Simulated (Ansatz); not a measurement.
# How fast states decay through BrCl2F, part 2 of 2

Aim: relax a made-up compound, BrCl2F, and see how good a tunnel barrier it would be. It is built by putting F for part of the Br in the BrCl structure of space group Cmc2_1, with the volume rescaled by atomic radii. The parent structure comes from the Materials Project.

Ansatz 0.2.0; r2SCAN DFT, plane waves, PAW files (the session's first sound run).

So far. Step 2 (Relaxing the new crystal): The largest force component on a free atom ends at 0.016 eV/Å.

The structure was built from a prototype and need not be the compound's stable phase.

## Step 3: The bulk crystal and its band edges

The energy window and the wavevectors of the next steps follow from the band edges, so these are searched first, off the mesh as well.

input.yaml reads:

```yaml
crystal:
  lattice:
    - [3.3669401602, -2.1135189507, -0.0045515202]
    - [3.3669401602, 2.1135189507, 0.0045515202]
    - [0.0, 0.0141538857, 7.3892945272]
  atoms:
    - { symbol: Br, position: [0.1664134216, 0.8335865784, 0.6202359835] }
    - { symbol: F, position: [0.8167848602, 0.1832151398, 0.1650941201] }
    - { symbol: Cl, position: [0.5703837751, 0.4296162249, 0.3499381211] }
    - { symbol: Cl, position: [0.4464179432, 0.5535820568, 0.8647317753] }
kpoints:
  mp_grid: { grid: [6, 6, 4] }
  band_path: { path: [VBM, CBM], npoints: 30 }
scf:
  occupations: { method: fixed }
hamiltonian:
  xc: r2scan
output:
  eigenvalues: true
  write_potential: true
  write_density: true
  volumetric_format: npy
  elf: true
```

Command:

```
$ ansatz run input.yaml --threads 2 --pin off --max-ram 4096MiB --backend cpu --events-out ev --progress --plain --runs-dir out
```

Numbers of over 12 decimals in the logs are rounded to 6 here.

The program printed:

```text
[...]
Crystal: 4 atoms, lattice volume = 105.165 Å³
Basis set: ecut = 500 eV, 2667 PW (Γ), exchange–correlation on 120×120×216 points (64 copies of the dense FFT grid, shifted against one another)
Bands: 18, of which v1, the nominal top of the filled ones, is band 14 counted from 1 (13 counted from 0)
Symmetry: 2 space group operations
[...]
k-points: 47 of 144 (time reversal used)
[...]
SCF iter   1: F=—  HF=-5767.692670 eV  |F-HF|=—  |Δ(HF+E_count)|=         —  Δρ=5.92e-3  dr2=3.21e-2  dr2_τ=8.87e-2  ethr=1.77e-3  ⟨swp⟩=5.0  Hψ=4226  notcnv=0  defer=94
[...]
SCF iter   7: F=-5767.710276 eV  HF=-5767.710276 eV  |F-HF|=2.03e-8  |Δ(HF+E_count)|=   6.91e-7  Δρ=8.35e-6  dr2=9.86e-8  dr2_τ=1.21e-8  ethr=3.57e-10  ⟨swp⟩=4.5  Hψ=4105  notcnv=0
SCF 1 converged in 7 iterations: F = -5767.710276 eV  dr2 = 9.86e-8
[...]
NSCF: frozen V_eff on 68 k-points
[...]
SCF converged after 7 iterations
Free energy (F): -5767.710276 eV
[...]
Internal energy: -5767.710276 eV  (E = F + TS)
E sigma→0 (E₀):  -5767.710276 eV
Fermi energy:    0.154402 eV
[...]
--- Band table (eV; the first three rows and the last of 47) ---
  k-point 0: bands = [... 10 lower, -1.0988, -0.5043, -0.4218, 0.1544, 2.7817, 3.4642, 7.4220, 9.3240]
  k-point 1: bands = [... 10 lower, -1.0770, -0.6108, -0.4061, 0.1464, 2.6969, 3.4644, 7.6075, 9.1545]
  k-point 2: bands = [... 10 lower, -1.0112, -0.7635, -0.3902, 0.1380, 2.6307, 3.4467, 7.8415, 8.9323]
  k-point 46: bands = [... 10 lower, -1.1421, -1.1049, -0.7373, -0.1177, 2.6526, 3.4011, 9.6835, 10.2963]
```

It took 33 s on 2 threads of Arm Neoverse V2, shared host; peak memory 0.51 GiB; 66 s of CPU time.

Reading the cycles: dr2 is the Hartree energy of the density residual (eV), the measure of convergence; HF is the Harris–Foulkes estimate of the energy, which meets the free energy F at convergence.

Numbers from this step:

```yaml
fermi_energy: 0.1544 eV
gap_on_the_k_mesh: 2.476 eV
gap_on_path: 2.476 eV, by band count; negative where bands overlap
direct_gap_on_path: 2.493 eV
edge_places_on_path: 0, 0.4252 1/A along the path
```

The electronic bands at the labelled points (eV, zero at the Fermi level (highest filled level under fixed occupations); v1 is the highest filled band, c1 the lowest empty one):

```
  point     v4     v3     v2     v1    c1    c2    c3
    VBM  -1.25  -0.66  -0.58   0.00  2.63  3.31  7.27
halfway  -1.23  -0.77  -0.56  -0.01  2.54  3.31  7.45
    CBM  -1.17  -0.92  -0.54  -0.02  2.48  3.29  7.69
```

Electrostatic potential energy in the ac plane of the conventional cell at fractional y = 0.000, with atoms of Br and F and Cl within 0.2 Å of it. With pseudopotentials it is smooth inside the atoms' cores, unlike the true potential.

Ten even steps from '0' (-63 eV) to '9' (8 eV), each cell a mean:
```
99998756899999
99986323589999
99984111479999
99974111489999
99885323689999
98877656899999
74346889999999
40002789999998
10001689999997
20001689999997
51014899999998
86567899999998
98889887789999
99999853357999
99999731125899
99999731014899
99999842125899
99999975457789
99999998874347
99999999973235
99999999974236
99999999997568
99999999999999
99999989999999
```
Columns run along a (4.2 Å; values clipped at the 3rd and 97th percentile), rows up along c (7.4 Å), edges of the conventional cell, whose origin can differ from the input's. Atoms in or near the plane, at fractional coordinates: Br at (0.17, 0.62), F at (0.82, 0.17), Cl at (0.57, 0.35), Cl at (0.45, 0.86).

ELF in the ac plane of the conventional cell at fractional y = 0.000, with atoms of Br and F and Cl within 0.2 Å of it. It is the smooth field of the valence electrons, not physical close to the nuclei.

Values, 24 rows by 14 columns, each cell a mean:
```
0.01 0.16 0.59 0.83 0.90 0.89 0.82 0.70 0.56 0.33 0.11 0.03 0.02 0.01
0.03 0.29 0.69 0.87 0.91 0.86 0.74 0.70 0.76 0.68 0.43 0.14 0.02 0.00
0.04 0.24 0.61 0.82 0.85 0.68 0.46 0.63 0.84 0.85 0.69 0.31 0.04 0.01
0.06 0.17 0.45 0.70 0.74 0.52 0.37 0.69 0.89 0.90 0.75 0.31 0.03 0.02
0.24 0.28 0.40 0.61 0.70 0.61 0.60 0.80 0.90 0.87 0.63 0.18 0.04 0.13
0.62 0.59 0.57 0.64 0.71 0.71 0.70 0.78 0.82 0.73 0.36 0.07 0.14 0.46
0.86 0.77 0.61 0.65 0.72 0.66 0.56 0.53 0.51 0.35 0.10 0.08 0.43 0.79
0.87 0.52 0.18 0.25 0.57 0.63 0.43 0.24 0.16 0.08 0.04 0.20 0.67 0.89
0.77 0.23 0.03 0.08 0.47 0.71 0.51 0.19 0.05 0.02 0.04 0.27 0.72 0.89
0.70 0.18 0.04 0.21 0.66 0.82 0.61 0.22 0.05 0.03 0.03 0.19 0.60 0.83
0.70 0.44 0.33 0.62 0.86 0.82 0.52 0.18 0.14 0.16 0.10 0.09 0.32 0.65
0.57 0.65 0.72 0.82 0.81 0.61 0.33 0.29 0.45 0.57 0.45 0.18 0.12 0.33
0.25 0.45 0.58 0.58 0.46 0.34 0.38 0.56 0.76 0.86 0.82 0.55 0.16 0.09
0.06 0.15 0.22 0.21 0.26 0.44 0.57 0.62 0.80 0.91 0.91 0.79 0.38 0.06
0.02 0.03 0.07 0.18 0.46 0.70 0.72 0.52 0.60 0.81 0.88 0.77 0.41 0.08
0.02 0.01 0.06 0.33 0.70 0.87 0.85 0.57 0.41 0.60 0.72 0.55 0.23 0.06
0.08 0.02 0.05 0.39 0.80 0.91 0.91 0.75 0.51 0.52 0.54 0.37 0.23 0.17
0.36 0.08 0.02 0.27 0.73 0.89 0.89 0.79 0.61 0.57 0.59 0.58 0.61 0.58
0.65 0.22 0.02 0.10 0.46 0.69 0.68 0.52 0.41 0.56 0.66 0.66 0.77 0.81
0.71 0.30 0.03 0.02 0.12 0.25 0.25 0.17 0.29 0.64 0.68 0.55 0.70 0.83
0.61 0.24 0.03 0.01 0.01 0.02 0.03 0.06 0.34 0.73 0.79 0.69 0.72 0.77
0.37 0.10 0.01 0.02 0.06 0.06 0.03 0.03 0.23 0.62 0.80 0.78 0.72 0.62
0.12 0.02 0.04 0.21 0.38 0.38 0.25 0.10 0.08 0.26 0.51 0.60 0.52 0.34
0.01 0.03 0.24 0.62 0.78 0.78 0.67 0.44 0.18 0.06 0.09 0.16 0.16 0.07
```
Columns run along a (4.2 Å), rows up along c (7.4 Å), edges of the conventional cell, whose origin can differ from the input's. Atoms in or near the plane, at fractional coordinates: Br at (0.17, 0.62), F at (0.82, 0.17), Cl at (0.57, 0.35), Cl at (0.45, 0.86).

Valence density in the ac plane of the conventional cell at fractional y = 0.000, with atoms of Br and F and Cl within 0.2 Å of it. It is the smooth field of the valence electrons, not physical close to the nuclei.

Ten steps, logarithmic in the rise over the least value, from '0' (0 e/Å³) to '9' (11 e/Å³), each cell a mean:
```
00123454321000
00135555431000
00245525542000
01245525542000
11245555532000
23344554321001
44444432210012
54444421100023
54234421000124
44245421000123
44455421100013
34444322221112
12222234443211
00112345554310
00012454455310
00012464155310
00012455455321
10001345555543
21000123457885
31000011358997
31000001258986
10000000136764
00000111123332
00012222111100
```
Columns run along a (4.2 Å), rows up along c (7.4 Å), edges of the conventional cell, whose origin can differ from the input's. Atoms in or near the plane, at fractional coordinates: Br at (0.17, 0.62), F at (0.82, 0.17), Cl at (0.57, 0.35), Cl at (0.45, 0.86).

The searched edges give 2.48 eV, as on the mesh.

## Step 4: Decaying states in the gap

This step: r2SCAN DFT, plane waves, PAW files; complex bands by layer matching along the plane's normal (Ansatz 0.2.0).

The same crystal is laid in a cell whose first two vectors span the (001) plane (indices of the standard conventional cell, whose axes can be ordered otherwise than in the bulk input). At fixed energy and wavevector in the plane the solver finds all kz, real and complex. A few wavevectors are listed, (0, 0) and (0.5, 0) in units of the plane's reciprocal vectors; the slowest state needn't be among them.

input.yaml reads:

```yaml
crystal:
  lattice:
    - [3.975332579, 0.0, 0.0]
    - [1.727981957, 3.580132326, 0.0]
    - [-0.015985336, 0.025465372, 7.389246912]
  atoms:
    - { symbol: Br, position: [0.1664134216, 0.8335865784, 0.6202359835] }
    - { symbol: F, position: [0.8167848602, 0.1832151398, 0.1650941201] }
    - { symbol: Cl, position: [0.5703837751, 0.4296162249, 0.3499381211] }
    - { symbol: Cl, position: [0.4464179432, 0.5535820568, 0.8647317753] }
kpoints:
  mp_grid: { grid: [6, 6, 4] }
scf:
  occupations: { method: fixed }
hamiltonian:
  xc: r2scan
output:
  eigenvalues: true
  transmission:
    leads: [[0, 0]]
    kpoints: [[0.0, 0.0], [0.5, 0.0]]
    e_range: [-1.0, 3.48]
    de: 0.09
```

The program printed:

```text
[...]
Crystal: 4 atoms, lattice volume = 105.165 Å³
Basis set: ecut = 500 eV, 2667 PW (Γ), exchange–correlation on 120×120×216 points (64 copies of the dense FFT grid, shifted against one another)
Bands: 18, of which v1, the nominal top of the filled ones, is band 14 counted from 1 (13 counted from 0)
Symmetry: 2 space group operations
[...]
k-points: 47 of 144 (time reversal used)
[...]
SCF iter   1: F=—  HF=-5767.692767 eV  |F-HF|=—  |Δ(HF+E_count)|=         —  Δρ=5.92e-3  dr2=3.21e-2  dr2_τ=8.87e-2  ethr=1.77e-3  ⟨swp⟩=5.0  Hψ=4252  notcnv=0  defer=94
[...]
SCF iter   7: F=-5767.710277 eV  HF=-5767.710277 eV  |F-HF|=2.03e-8  |Δ(HF+E_count)|=   6.96e-7  Δρ=8.38e-6  dr2=9.99e-8  dr2_τ=1.23e-8  ethr=3.57e-10  ⟨swp⟩=4.4  Hψ=4097  notcnv=0
SCF 1 converged in 7 iterations: F = -5767.710277 eV  dr2 = 9.99e-8
[...]
transmission: 11 of 22 steps passed
transmission: 22 of 22 steps passed
SCF converged after 7 iterations
Free energy (F): -5767.710277 eV
[...]
Internal energy: -5767.710277 eV  (E = F + TS)
E sigma→0 (E₀):  -5767.710277 eV
Fermi energy:    0.154401 eV
[...]
--- Band table (eV; the first three rows and the last of 47) ---
  k-point 0: bands = [... 10 lower, -1.0988, -0.5043, -0.4218, 0.1544, 2.7817, 3.4642, 7.4220, 9.3240]
  k-point 1: bands = [... 10 lower, -1.0770, -0.6108, -0.4061, 0.1464, 2.6969, 3.4644, 7.6075, 9.1545]
  k-point 2: bands = [... 10 lower, -1.0112, -0.7635, -0.3902, 0.1380, 2.6307, 3.4467, 7.8415, 8.9323]
  k-point 46: bands = [... 10 lower, -1.1421, -1.1049, -0.7373, -0.1177, 2.6526, 3.4010, 9.6835, 10.2963]
--- Transmission ---
  basis      : 151 plane waves across, 11 finite elements along
  points     : 2, as listed
  energies   : 50 from -1.000000 to 3.410000 eV about the Fermi level, 0.090000 eV apart; the leads are filled to 1.238139 eV, and channels, transmission and decay are at 1.250000 eV
  crystal 0  : F1Cl2Br1, at the sites [0, 0], period 7.3892 Å: whole cells are its period
    offset         : up to 0.0000 Å between an atom of the period and one for which it stands
    channels       : 0.000000e0 a spin
    conductance    : none, the energies end too early or step too widely for 300 K: set another output.transmission.e_range or a lower de, or, where they end at an eighth of basis.ecutwfc, a higher one
    slowest decay  : 0.3732 /Å at (0.5000, 0.0000)
```

It took 22 s on 2 threads; peak memory 0.57 GiB.

This step gave:

```
level to which the leads are filled                       : 1.238 eV from the Fermi level
decay constant at the filling level, zone centre          : 0.5061 Å⁻¹
decay constant at the filling level, slowest listed point : 0.3732 Å⁻¹
```

K parallel (0, 0); values up to 1.5 1/Å, a degenerate pair printed once or twice; energies at which all values exceed this have no row. The Im kz of the slowest decaying states by energy, zero at the highest filled level on the SCF mesh:

```
energy (eV)  decay 1 (Å⁻¹)  decay 2 (Å⁻¹)  decay 3 (Å⁻¹)  decay 4 (Å⁻¹)
      -1.00          0.100          0.543          0.546              -
      -0.82          0.480          0.560              -              -
      -0.64         0.0846          0.316          0.569           1.50
      -0.46          0.259          0.333          0.572           1.48
      -0.28          0.343          0.432          0.573           1.45
      -0.10          0.381          0.403          0.570           1.42
      -0.01          0.427          0.568           1.41              -
       0.08          0.449          0.450          0.566           1.39
       0.26          0.487          0.560          0.667           1.36
       0.44          0.517          0.553          0.801           1.32
       0.62          0.542          0.545          0.919           1.27
       0.80          0.536          0.563           1.07           1.16
       0.98          0.525          0.580           1.13           1.43
       1.16          0.513          0.595           1.15           1.42
       1.25          0.506          0.601           1.16           1.41
       1.43          0.491          0.612           1.17           1.40
       1.61          0.472          0.621           1.17           1.38
       1.79          0.450          0.629           1.18           1.37
       1.97          0.422          0.635           1.19           1.35
       2.15          0.386          0.641           1.19           1.34
       2.33          0.331          0.645           1.19           1.32
       2.51          0.389          0.648           1.19           1.31
       2.69          0.141          0.387          0.650           1.19
       2.87          0.227          0.369          0.652           1.19
       3.05          0.249          0.329          0.652           1.19
       3.23          0.221          0.226          0.652           1.19
       3.41          0.259          0.652           1.19           1.25
```

K parallel (0.5, 0); values up to 1.5 1/Å, a degenerate pair printed once or twice; energies at which all values exceed this have no row. Im kz of the slowest decaying states against energy, zero at the highest filled level on the SCF mesh:

```
energy (eV)  decay 1 (Å⁻¹)  decay 2 (Å⁻¹)  decay 3 (Å⁻¹)  decay 4 (Å⁻¹)
      -1.00          0.237          0.429           1.07           1.39
      -0.82          0.139          0.207          0.285           1.06
      -0.64          0.223           1.04           1.33              -
      -0.46          0.100          0.297           1.03           1.30
      -0.28          0.230          0.371           1.02           1.27
      -0.10         0.0678          0.457          0.507           1.01
      -0.01          0.158          0.493          0.566          0.997
       0.08          0.201          0.528          0.613          0.986
       0.26          0.254          0.603          0.695          0.948
       0.44          0.290          0.701          0.818           1.10
       0.62          0.316          0.775          0.852           1.07
       0.80          0.337          0.735          0.974           1.05
       0.98          0.354          0.716           1.03           1.04
       1.16          0.367          0.638          0.770           1.02
       1.25          0.373          0.608          0.791           1.02
       1.43          0.383          0.562          0.818           1.01
       1.61          0.390          0.523          0.838           1.00
       1.79          0.396          0.485          0.853          0.996
       1.97          0.400          0.446          0.865          0.989
       2.15          0.401          0.402          0.874          0.983
       2.33          0.346          0.403          0.881          0.976
       2.51          0.269          0.403          0.886          0.970
       2.69          0.118          0.404          0.889          0.965
       2.87          0.407          0.890          0.959           1.14
       3.05          0.124          0.413          0.889          0.955
       3.23          0.162          0.424          0.886          0.951
       3.41          0.131          0.438          0.881          0.947
```

At the listed wavevectors the last open channel is at -0.01 eV and the next at +2.51 eV on the grid. At +1.25 eV, the grid energy nearest the filling level (the middle of the gap on the SCF mesh), the slowest state at the listed wavevectors decays with κ = 0.373 Å⁻¹, its amplitude falling by e over 2.7 Å. Through 1 nm of this crystal that state's transmission falls by exp(−2 × 0.373 Å⁻¹ × 10 Å) = 5.7e-4.

## Step 5: Summary of results

```json
{"band gap": "2.48 eV", "least decay constant at mid-gap, normal to (001)": "0.373 Å⁻¹"}
```

In words: With r2SCAN, the slowest decay at the wavevectors tried is κ = 0.373 Å⁻¹, normal to (001). Through such a film the transmission near mid-gap falls as exp(−2κd), a factor of ten every 3.1 Å. A free electron under a barrier of half the gap would need a mass of 0.43 mₑ to decay at this rate. The slowest decay isn't at the zone centre. The compound is made up by substitution; its stability against other phases and against distortions of the cell's symmetry was not tested. r2SCAN still narrows gaps, if less than LDA and GGA do, so real decay constants are likely larger.

[Logs are printed without paths, hosts, clocks, repeated set-up lines and the standing remarks that a program may print on its own settings, such as how far it seeks lower states.]

[Hosts, paths, dates, database ids (printed as entryN), source tags and the programs' standing remarks are cut or masked in the printed files.]
